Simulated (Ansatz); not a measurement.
## OCH3 on Ti(0001), fcc start, 2x2 cell: work function, bands and core levels: cost of one run

Ansatz 0.2.0; DFT, PBE, plane-wave PAW, default files, scalar-relativistic. The cell holds 21 atoms.

File input.yaml:

```yaml
crystal:
  lattice:
    - [5.88, 0.0, 0.0]
    - [2.94, 5.0922293743, 0.0]
    - [0.0, 0.0, 24.925]
  atoms:
    - { symbol: H, position: [0.34255464, 0.166666667, 0.699097292] }
    - { symbol: H, position: [0.992751558, 0.341442769, 0.699097292] }
    - { symbol: H, position: [0.169557871, 0.991890565, 0.699097292] }
[... 12 atom lines left out ...]
    - { symbol: Ti, position: [0.0, 0.5, 0.394182548] }
    - { symbol: Ti, position: [0.5, 0.5, 0.394182548] }
    - { symbol: Ti, position: [0.833333333, 0.333333333, 0.300902708] }
    - { symbol: Ti, position: [0.333333333, 0.333333333, 0.300902708] }
    - { symbol: Ti, position: [0.833333333, 0.833333333, 0.300902708] }
    - { symbol: Ti, position: [0.333333333, 0.833333333, 0.300902708] }
kpoints:
  mp_grid: { grid: [6, 6, 1] }
scf:
  occupations: { method: fermi_dirac, width: 0.05 }
  n_extra_bands: 16
hamiltonian:
  xc: pbe
  pseudopotentials: { kind: paw }
output:
  forces: true
  write_potential: true
  volumetric_format: []
efield:
  axis: 3
  dipole_correction: true
relax:
  f_tol: 0.03
  max_steps: 45
  constraints: [{ sites: [13, 14, 15, 16, 17, 18, 19, 20] }]
```

Command:

```bash
$ ansatz run input.yaml --threads 8 --pin off --max-ram 20480MiB --backend cpu --events-out ev --progress --plain --runs-dir out
```

The cutoff in use is 420 eV. For reference, a run of the same kind (4 atoms, 37 k-points, 36 bands and 3,169 plane waves; 29 SCF cycles) took 20 s and 0.71 GiB on the same hardware.

What time and memory should one allow on 8 threads of Arm Neoverse N1, shared host?

A cutoff of 420 eV is a sphere of radius 10.5 Å⁻¹, so a cell of 746 Å³ holds about V·G³/6π² = 14,585 plane waves. At two electrons a band, the 205 electrons need 103 bands, and 16 more are carried. Symmetry cuts the 6×6×1 mesh from 36 to 20 points. The run has 20 k-points, 119 bands and 14,543 plane waves. Taking the work of a cycle as k-points × spins × bands × plane waves, that is 8.2 times the reference, or 2.8 min at the reference's 29 cycles. The run needed 89 SCF cycles over 15 ionic steps, which makes it about 8.5 min. One copy of the wavefunctions takes 0.52 GiB at 16 bytes a coefficient, against 0.063 GiB in the reference; grids, projectors and work arrays come on top. Measured: about 10 min, with a peak of 3.9 GiB. The estimate holds within 25 %.

[Logs are printed without paths, hosts, clocks, repeated set-up lines and the standing remarks that a program may print on its own settings, such as how far it seeks lower states.]

[Hosts, paths, dates, database ids (printed as entryN), source tags and the programs' standing remarks are cut or masked in the printed files.]

[Maps of the electrostatic potential energy from Ansatz leave out the sawtooth potential of an applied field or a dipole correction, so their vacuum need not be flat; work functions include it.]
